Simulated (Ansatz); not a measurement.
# Mg on Cr(110): change of the work function, part 4 of 5

Aim: the work function of Cr(110) at several coverages of Mg (hollow site), and the dipole that each adsorbate carries.

Ansatz 0.2.0; plane-wave DFT, PBE, Ansatz PAW (the session's first sound run).

So far, work function, upper face (eV): step 2 (the clean slab) 4.78; step 3 (17 atoms, coverage 0.25 ML, cell 2x2) 2.91; step 4 (18 atoms, coverage 0.5 ML, cell 2x2) 3.67; step 5 (5 atoms, coverage 1 ML, cell 1x1) 4.18.

### 7. The covered slab, atoms frozen

This step: plane-wave DFT, PBE, Ansatz PAW (Ansatz 0.2.0).

System of this step: Mg/Cr(110). The cell holds 17 atoms: 16 Cr and 1 Mg. Its edges and angles: a = 4.988 Å, b = 4.988 Å, c = 26.543 Å, α = 90.0°, β = 90.0°, γ = 70.5°. Vacuum lies along c.

To see where the charge goes, the covered slab, the bare substrate and the adsorbate layer are each run at the same frozen positions and on the same grid.

Contents of input.yaml:

```yaml
crystal:
  lattice:
    - [4.0729350596, -2.88, 0.0]
    - [4.0729350596, 2.88, 0.0]
    - [0.0, 0.0, 26.5429120705]
  atoms:
    - { symbol: Cr, position: [0.0, 0.0, 0.3390735717] }
    - { symbol: Cr, position: [0.25, 0.25, 0.4157971627] }
    - { symbol: Cr, position: [2.1929e-05, 2.1929e-05, 0.4914546241] }
    - { symbol: Cr, position: [0.2506160259, 0.2506160259, 0.5656757004] }
    - { symbol: Cr, position: [0.0, 0.5, 0.3390735717] }
    - { symbol: Cr, position: [0.25, 0.75, 0.4157971627] }
    - { symbol: Cr, position: [9.99667e-05, 0.5000110224, 0.4913650139] }
    - { symbol: Cr, position: [0.2454336119, 0.7547008812, 0.5627676565] }
    - { symbol: Cr, position: [0.5, 0.0, 0.3390735717] }
    - { symbol: Cr, position: [0.75, 0.25, 0.4157971627] }
    - { symbol: Cr, position: [0.5000110224, 9.99667e-05, 0.4913650139] }
    - { symbol: Cr, position: [0.7547008812, 0.2454336119, 0.5627676565] }
    - { symbol: Cr, position: [0.5, 0.5, 0.3390735717] }
    - { symbol: Cr, position: [0.75, 0.75, 0.4157971627] }
    - { symbol: Cr, position: [0.5000664221, 0.5000664221, 0.4913839292] }
    - { symbol: Cr, position: [0.7494916003, 0.7494916003, 0.5656909188] }
    - { symbol: Mg, position: [0.5005521296, 0.5005521296, 0.6471127297] }
kpoints:
  mp_grid: { grid: [7, 7, 1] }
hamiltonian:
  xc: pbe
scf:
  occupations: { method: fermi_dirac, width: 0.1 }
  convergence: { dr2_threshold: 1.0e-08 }
efield:
  axis: 3
  dipole_correction: true
  ramp_position: 0.97
  ramp_width: 0.06
output:
  write_potential: true
  write_density: true
  volumetric_format: npy
```

Started as:

```sh
> ansatz run input.yaml --threads 4 --pin off --max-ram 6144MiB --backend cpu --events-out ev --progress --plain --runs-dir out
```

Log:

```text
[...]
Crystal: 17 atoms, lattice volume = 622.700 Å³
Basis set: ecut = 420 eV, 12173 PW (Γ)
Bands: 141, of which v1, the nominal top of the filled ones, is band 117 counted from 1 (116 counted from 0)
Symmetry: 2 space group operations
[...]
k-points: 16 of 49 (time reversal used)
[...]
SCF iter   1: F=—  HF=-55958.492559 eV  |F-HF|=—  |Δ(HF+E_count)|=         —  Δρ=1.11e-2  dr2=8.00e0  ethr=1.77e-3  p=0.267 e·Å  D=7.77e-2 V/Å  ΔV_dip=-2.06 eV  dr2_dipole=2.73e0  V_vac-E_F(+/−)=2.47/4.53 eV  ⟨swp⟩=8.6  Hψ=10209  notcnv=0
[...]
SCF iter  13: F=-55958.404953 eV  HF=-55958.404953 eV  |F-HF|=7.28e-11  |Δ(HF+E_count)|=   5.33e-9  Δρ=2.98e-7  dr2=1.27e-9  ethr=4.27e-12  p=0.256 e·Å  D=7.45e-2 V/Å  ΔV_dip=-1.98 eV  dr2_dipole=4.35e-10  V_vac-E_F(+/−)=2.91/4.88 eV  ⟨swp⟩=2.0  Hψ=3190  notcnv=0
SCF 1 converged in 13 iterations: F = -55958.404953 eV  dr2 = 1.27e-9
[...]
WARN: The output density's exchange-correlation potential varies sharply where the density is thin. Do not read a vacuum level from v_tot or v_xc, or from such a field of the output density. On a cell that repeats whose density bears no net charge and no dipole along the vacuum's axis use v_es (v_loc + v_h of the components); under efield.dipole_correction with no amplitude use v_es + v_field, which holds any externa [...]
SCF converged after 13 iterations
Free energy (F): -55958.404953 eV
[...]
Internal energy: -55957.775964 eV  (E = F + TS)
E sigma→0 (E₀):  -55958.090458 eV
Entropy (-TS):   -0.628989 eV (-36.999 meV/atom)
Fermi energy:    3.487353 eV
Dipole field:    D = 0.074527 V/Å  (p = 0.256465 e·Å, saw-weighted, corrected)
Work function:   Φ+ = 2.9052 eV   Φ− = 4.8833 eV
[...]
--- Band table (eV; the first three rows and the last of 16) ---
  k-point 0: bands = [... 113 lower, 3.8520, 3.9675, 4.0138, 4.0168, 4.1013, 4.1214, 4.3179, 4.3484, ... 20 higher]
  k-point 1: bands = [... 113 lower, 3.6310, 3.7330, 3.8318, 3.8724, 3.8916, 4.1780, 4.2445, 4.2661, ... 20 higher]
  k-point 2: bands = [... 113 lower, 3.1946, 3.2778, 3.3467, 3.4573, 3.8290, 3.9097, 3.9846, 4.0312, ... 20 higher]
  k-point 15: bands = [... 113 lower, 2.8764, 2.9817, 3.0329, 3.0367, 3.1486, 3.1515, 3.1775, 3.3163, ... 20 higher]
```

It took 2.3 min on 4 threads of Arm Neoverse N1, shared host; peak memory 2.7 GiB.

Read from the output:

| Property | Result |
| --- | --- |
| energy at zero smearing | -55958.0905 eV |
| work function, upper face | 2.905 eV |
| work function, lower face | 4.883 eV |
| dipole along the normal | 0.2565 e·Å |
| step between the vacuum levels | -1.978 eV |

The work function of the upper face is 2.91 eV.

### 8. The substrate alone

System of this step: Mg/Cr(110), substrate alone, atoms held. The cell holds 16 atoms: 16 Cr. Its edges and angles: a = 4.988 Å, b = 4.988 Å, c = 26.543 Å, α = 90.0°, β = 90.0°, γ = 70.5°. Vacuum lies along c.

The second part, atoms unmoved.

input.yaml, as its differences from that of step 7:

```diff
@@ -22,3 +22,2 @@
     - { symbol: Cr, position: [0.7494916003, 0.7494916003, 0.5656909188] }
-    - { symbol: Mg, position: [0.5005521296, 0.5005521296, 0.6471127297] }
 kpoints:
```

Log:

```text
[...]
Crystal: 16 atoms, lattice volume = 622.700 Å³
Basis set: ecut = 420 eV, 12173 PW (Γ)
Bands: 135, of which v1, the nominal top of the filled ones, is band 112 counted from 1 (111 counted from 0)
Symmetry: 2 space group operations
[...]
k-points: 16 of 49 (time reversal used)
[...]
SCF iter   1: F=—  HF=-54034.281809 eV  |F-HF|=—  |Δ(HF+E_count)|=         —  Δρ=4.62e-3  dr2=1.33e0  ethr=1.77e-3  p=0.021 e·Å  D=6.00e-3 V/Å  ΔV_dip=-0.16 eV  dr2_dipole=1.89e-1  V_vac-E_F(+/−)=4.28/4.44 eV  ⟨swp⟩=8.7  Hψ=9426  notcnv=0
[...]
SCF iter  12: F=-54034.242179 eV  HF=-54034.242179 eV  |F-HF|=1.21e-9  |Δ(HF+E_count)|=  1.67e-10  Δρ=5.10e-7  dr2=2.16e-9  ethr=4.46e-12  p=0.015 e·Å  D=4.46e-3 V/Å  ΔV_dip=-0.12 eV  dr2_dipole=4.09e-11  V_vac-E_F(+/−)=4.80/4.92 eV  ⟨swp⟩=5.2  Hψ=6872  notcnv=0
SCF 1 converged in 12 iterations: F = -54034.242179 eV  dr2 = 2.16e-9
[...]
SCF converged after 12 iterations
Free energy (F): -54034.242179 eV
[...]
Internal energy: -54033.625349 eV  (E = F + TS)
E sigma→0 (E₀):  -54033.933764 eV
Entropy (-TS):   -0.616830 eV (-38.552 meV/atom)
Fermi energy:    2.482078 eV
Dipole field:    D = 0.004462 V/Å  (p = 0.015356 e·Å, saw-weighted, corrected)
Work function:   Φ+ = 4.8034 eV   Φ− = 4.9219 eV
[...]
--- Band table (eV; the first three rows and the last of 16) ---
  k-point 0: bands = [... 108 lower, 2.9784, 3.0726, 3.0949, 3.0987, 3.1293, 3.1496, 3.2805, 3.3022, ... 19 higher]
  k-point 1: bands = [... 108 lower, 2.7908, 2.8079, 2.8114, 2.9132, 2.9566, 2.9593, 3.2311, 3.2449, ... 19 higher]
  k-point 2: bands = [... 108 lower, 2.2204, 2.2331, 2.3015, 2.3785, 2.6053, 2.9858, 3.0292, 3.0406, ... 19 higher]
  k-point 15: bands = [... 108 lower, 1.8985, 1.9253, 1.9770, 2.1312, 2.1361, 2.1662, 2.1879, 2.2165, ... 19 higher]
```

It took 2.2 min on 4 threads; peak memory 2.6 GiB; 8.4 min of CPU time.

This step gave:

```
energy at zero smearing        : -54033.9338 eV
work function, upper face      : 4.803 eV
work function, lower face      : 4.922 eV
dipole along the normal        : 0.01536 e·Å
step between the vacuum levels : -0.1185 eV
```

The work function of the upper face is 4.80 eV.

### 9. The adsorbate layer alone

System of this step: Mg/Cr(110), adsorbate layer alone, atoms held. The cell holds 1 atom: 1 Mg. Cell: a = 4.988 Å, b = 4.988 Å, c = 26.543 Å, α = 90.0°, β = 90.0°, γ = 70.5°. Vacuum lies along c.

The third part; a free layer of atoms may carry a moment, so spin is on.

input.yaml, the sections that differ from step 8:

```yaml
crystal:
  lattice:
    - [4.0729350596, -2.88, 0.0]
    - [4.0729350596, 2.88, 0.0]
    - [0.0, 0.0, 26.5429120705]
  atoms:
    - { symbol: Mg, position: [0.5005521296, 0.5005521296, 0.6471127297], spin: 1.0 }
magnetization:
  spin_polarized: true
# kpoints, hamiltonian, scf, efield, output: as in step 8
```

Log:

```text
[...]
Crystal: 1 atoms, lattice volume = 622.700 Å³
Basis set: ecut = 420 eV, 12173 PW (Γ)
Bands: 10, of which v1, the nominal top of the filled ones, is band 5 counted from 1 (4 counted from 0)
Symmetry: 4 space group operations
k-points: 16 of 49
[...]
Starting moments: Σ|m| = 1 μB on 1 of 1 site
[...]
SCF iter   1: F=—  HF=-1922.001171 eV  |F-HF|=—  |Δ(HF+E_count)|=         —  Δρ=1.90e-2 (↑1.90e-2 ↓1.88e-2)  dr2=2.81e-3  dr2_m=2.04e0  M=0.000 μB ∫|m|=0.039 μB  β_m=0.30  ethr=2.82e-5  p=-0.000 e·Å  D=-8.52e-10 V/Å  ΔV_dip=0.00 eV  dr2_dipole=4.57e-14  V_vac-E_F(+/−)=3.29/3.29 eV  ⟨swp⟩=2.1  Hψ=3495  notcnv=0
[...]
spin=Collinear: Resta preconditioning applied to the charge; magnetization (m = ρ↑ − ρ↓) channel mixes plain (no charge-response kernel on spin).
SCF iter   2: F=—  HF=-1922.190653 eV  |F-HF|=—  |Δ(HF+E_count)|=   1.89e-1  Δρ=1.34e-2 (↑1.34e-2 ↓1.33e-2)  dr2=1.41e-3  dr2_m=1.02e0  M=0.000 μB ∫|m|=0.028 μB  β_m=0.30  ethr=2.81e-5  p=-0.000 e·Å  D=-4.05e-8 V/Å  ΔV_dip=0.00 eV  dr2_dipole=1.04e-14  V_vac-E_F(+/−)=3.31/3.31 eV  ⟨swp⟩=2.1  Hψ=508  notcnv=0  κ⁻¹=1.0e0(r=1)
[...]
SCF iter   6: F=—  HF=-1922.368215 eV  |F-HF|=—  |Δ(HF+E_count)|=   1.18e-2  Δρ=3.35e-3 (↑3.35e-3 ↓3.35e-3)  dr2=5.90e-8  dr2_m=6.40e-2  M=0.000 μB ∫|m|=0.008 μB  β_m=0.30  ethr=6.03e-9  p=-0.000 e·Å  D=-8.04e-8 V/Å  ΔV_dip=0.00 eV  dr2_dipole=5.69e-15  V_vac-E_F(+/−)=3.33/3.33 eV  ⟨swp⟩=3.0  Hψ=616  notcnv=0
[...]
spin-set hold released at iteration 6 (site moments contracting): the magnetisation degrees of freedom join the quasi-Newton model from the next iteration; the mixer history was flushed
SCF iter   7: F=—  HF=-1922.374139 eV  |F-HF|=—  |Δ(HF+E_count)|=   5.92e-3  Δρ=2.37e-3 (↑2.37e-3 ↓2.37e-3)  dr2=2.92e-8  dr2_m=3.21e-2  M=0.000 μB ∫|m|=0.006 μB  β_m=0.65  ethr=1.00e-10  p=-0.000 e·Å  D=-6.60e-8 V/Å  ΔV_dip=0.00 eV  dr2_dipole=9.42e-17  V_vac-E_F(+/−)=3.33/3.33 eV  ⟨swp⟩=10.0  Hψ=2076  notcnv=0
density mixer auto → msr1: gapped (density of states about μ 0.12 of a free-electron gas's, 22 screened modes)
SCF iter   8: F=—  HF=-1922.380118 eV  |F-HF|=—  |Δ(HF+E_count)|=   5.98e-3  Δρ=1.37e-5 (↑1.36e-5 ↓1.37e-5)  dr2=2.17e-9  dr2_m=1.06e-6  M=-0.000 μB ∫|m|=0.000 μB  β_m=0.82  ethr=1.00e-10  p=-0.000 e·Å  D=-9.34e-8 V/Å  ΔV_dip=0.00 eV  dr2_dipole=2.54e-14  V_vac-E_F(+/−)=3.33/3.33 eV  ⟨swp⟩=6.2  Hψ=2807  notcnv=0
[...]
SCF iter  12: F=-1922.380120 eV  HF=-1922.380120 eV  |F-HF|=1.86e-11  |Δ(HF+E_count)|=  5.53e-10  Δρ=1.93e-8 (↑1.93e-8 ↓1.87e-8)  dr2=5.92e-12  dr2_m=1.88e-12  M=-0.000 μB ∫|m|=0.000 μB  ethr=1.00e-12  p=-0.000 e·Å  D=-2.45e-7 V/Å  ΔV_dip=0.00 eV  dr2_dipole=7.26e-13  V_vac-E_F(+/−)=3.33/3.33 eV  ⟨swp⟩=1.0  Hψ=854  notcnv=0
SCF 1 converged in 12 iterations: F = -1922.380120 eV  dr2 = 5.92e-12
[...]
WARN: the starting moments were not kept: the SCF closed with an absolute magnetisation of 2.8e-6 μB, where they sum to 1 μB in size (1 site). That is at most 0.1 of that sum. Measured as dr2_m measures the in/out step, that magnetisation stands 3.8e-13 eV from none, at or under the dr2_threshold of 1.0e-8 eV: it is no larger than a step whose dr2_m would equal this threshold. The system may hold no moment; this SCF  [...]
[...]
SCF converged after 12 iterations
Magnetization: -0.0000 μB (5.0000 up, 5.0000 down)
Absolute magnetization: 0.0000 μB (∫|ρ↑−ρ↓|, with the PAW one-centre terms)
[...]
Per-site moments (μB) at R_I (Å): [(2.630077e-7, 2.057676)]
Free energy (F): -1922.380120 eV
[...]
Internal energy: -1922.380065 eV  (E = F + TS)
E sigma→0 (E₀):  -1922.380093 eV
Entropy (-TS):   -0.000056 eV (-0.056 meV/atom)
Fermi energy:    -2.946174 eV
Dipole field:    D = 0.000000 V/Å  (p = 0.000001 e·Å, saw-weighted, corrected)
Work function:   Φ+ = 3.3320 eV   Φ− = 3.3320 eV
[...]
--- Band table (eV; the first three rows and the last of 32) ---
[...]
```

Run time: 18 s. Hardware: 4 threads; peak memory 0.81 GiB.

This step gave:

| Property | Result |
| --- | --- |
| dipole along the normal | 1.39e-6 e·Å |

At this spacing and smearing the free layer keeps no moment.

### 10. Density difference

This step: plane-wave DFT, PBE, Ansatz PAW; density difference on adsorption (Ansatz 0.2.0).

The densities of the parts are taken from that of the whole and averaged over planes; the first moment of what is left gives the step in the potential.

This step gave:

| Item | Value |
| --- | --- |
| largest charge moved | 0.008265 e/Å² |
| potential step from the moved charge | -1.859 eV |

The electron density difference oscillates, so the rows of the table below give means over 1 Å (shorter at the two ends). Its distinct maxima (Å: e/Å³): 12.7: 7.8e-4, 14.9: -9.1e-4, 16.2: 0.0139. Distinct minima: 14.6: -0.00385, 15.3: -0.00823, 18.0: -0.00655.

Planar mean, whole system less its parts. Table of electron density difference by z; means over each step:

```tsv
z (Å)	electron density difference (e/Å³)
4	-2.5e-7
5	-2.5e-6
6	-2.0e-5
7	-1.0e-4
8	3.5e-5
9	1.2e-4
10	-8.0e-5
11	-6.7e-5
12	3.9e-5
13	-7.0e-5
14	-1.0e-5
15	-0.00378
16	0.00956
17	0.00171
18	-0.00554
19	-0.00173
20	-9.2e-5
21	2.0e-5
22	6.9e-6
23	1.4e-6
```

Planar mean, whole system less its parts. Table of electrons moved below z by z:

```tsv
z (Å)	electrons moved below z (e/Å²)
4	-8.5e-8
5	-1.0e-6
6	-9.6e-6
7	-6.7e-5
8	-1.8e-4
9	-7.5e-6
10	3.8e-6
11	-9.3e-5
12	-7.3e-5
13	2.1e-5
14	-8.8e-5
15	-0.00149
16	1.3e-4
17	0.00823
18	0.00402
19	3.7e-4
20	-2.9e-5
21	-1.5e-5
22	-3.3e-6
23	-4.5e-7
```

(Continued in part 5 of 5.)

[Long decimals in the printed logs are rounded to 6 places.]

[Logs are printed without paths, hosts, clocks, repeated set-up lines and the standing remarks that a program may print on its own settings, such as how far it seeks lower states.]

[Hosts, paths, dates, database ids (printed as entryN), source tags and the programs' standing remarks are cut or masked in the printed files.]

[Maps of the electrostatic potential energy from Ansatz leave out the sawtooth potential of an applied field or a dipole correction, so their vacuum need not be flat; planar profiles and work functions include it.]
